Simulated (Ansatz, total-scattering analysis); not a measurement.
**amorphous 40GeSe2-60Se (mol %): neutron weights and totals by hand**

A simulated model of amorphous 40GeSe2-60Se (mol %) at 300 K, fixed volume (mean pressure 0.9 GPa), from ab initio molecular dynamics with Ansatz (PBE, plane waves, PAW set soft_1, Langevin thermostat, no spin, fixed volume). The average runs over 2.97 ps of 67 atoms, so shells between rare elements are rough. Mean temperature 304 K, largest m.s.d. 0.36 Å², energy drift -2 meV an atom (last third less first, no steady trend), Langevin friction 10 ps⁻¹; the first quarter of the run is discarded. Preparation: atoms packed at random with minimum distances, then 2.4 ps at 1400 K, 2.2 ps at 870 K and 2.1 ps at 460 K with a cheaper basis and a friction of 10 ps⁻¹ (mean temperature of the first stage 1342 K), too short to forget the start in full. So short a stretch relaxes bonds and nearest shells but still remembers its start. It is rigid on the time of the run. A cell quenched within picoseconds keeps more over- and under-coordinated atoms than a real glass or film, so this is a model of such a quench. Atom fractions Ge 0.2239, Se 0.7761; masses Ge 72.630, Se 78.971 u; density 4.2330 g/cm³; coherent lengths Ge 8.185, Se 7.97 fm. Faber–Ziman partials at a few Q:

| Q (Å⁻¹) | S Se–Se | S Ge–Se | S Ge–Ge |
| --- | --- | --- | --- |
| 2.30 | 1.237 | 1.031 | 1.508 |
| 3.10 | 0.892 | 1.193 | 0.907 |
| 3.50 | 1.408 | 1.409 | 1.170 |

The pair function g(GeSe), r in Å, every 0.06 Å up to its first minimum: 2.25 0.09, 2.31 0.96, 2.37 3.58, 2.43 5.99, 2.49 5.56, 2.55 3.94, 2.61 2.87, 2.67 1.76, 2.73 1.04, 2.79 0.57, 2.85 0.41, 2.91 0.45, 2.97 0.35.

**Tasks.** (a) The number density. (b) The neutron weights. (c) The neutron S(Q) at the listed Q. (d) The Bhatia–Thornton terms S_NN and S_CC there. (e) The number of Se around Ge.

(a) The mean mass is 0.2239×72.630 + 0.7761×78.971 = 77.551 u, so ρ₀ = 4.2330/(77.551 × 1.66054) = 0.03287 Å⁻³.

(b) ⟨b⟩ = 0.2239×8.185 + 0.7761×7.97 = 8.018 fm. The weight of a pair is ci cj bi bj (2 − δij)/⟨b⟩²: Se–Se 0.595, Ge–Se 0.353, Ge–Ge 0.052; they sum to 1.000.

(c) S = 1 + Σ w (Sij − 1). At 2.30 Å⁻¹: 1 + 0.141 + 0.011 + 0.027 = 1.179; Se–Se pushes up most. At 3.10 Å⁻¹: 1 − 0.064 + 0.068 − 0.005 = 0.999; Ge–Se pushes up most; Se–Se pulls down most. At 3.50 Å⁻¹: 1 + 0.243 + 0.144 + 0.009 = 1.396; Se–Se pushes up most.

(d) S_NN = c₁²S₁₁ + c₂²S₂₂ + 2c₁c₂S₁₂ and S_CC = c₁c₂[1 + c₁c₂(S₁₁ + S₂₂ − 2S₁₂)], with 1 = Ge: 2.30 Å⁻¹: S_NN = 1.18, S_CC/(c₁c₂) = 1.12; 3.10 Å⁻¹: S_NN = 1.00, S_CC/(c₁c₂) = 0.90; 3.50 Å⁻¹: S_NN = 1.40, S_CC/(c₁c₂) = 0.96. A random mixture has S_CC/(c₁c₂) = 1; a value well above it means concentration waves of period 2π/Q: alternation near the main peak or below it, clustering toward Q = 0.

(e) n = 4πρ₀ c(Se) Σ r² g Δr. The sum Σ r² g over the listed points is 175.7 Å², so n = 4π × 0.03287 × 0.7761 × 175.7 × 0.06 = 3.38; counting pairs in the frames up to 3.00 Å gives 3.37. By balance, each Se has n c(Ge)/c(Se) = 0.97 Ge.
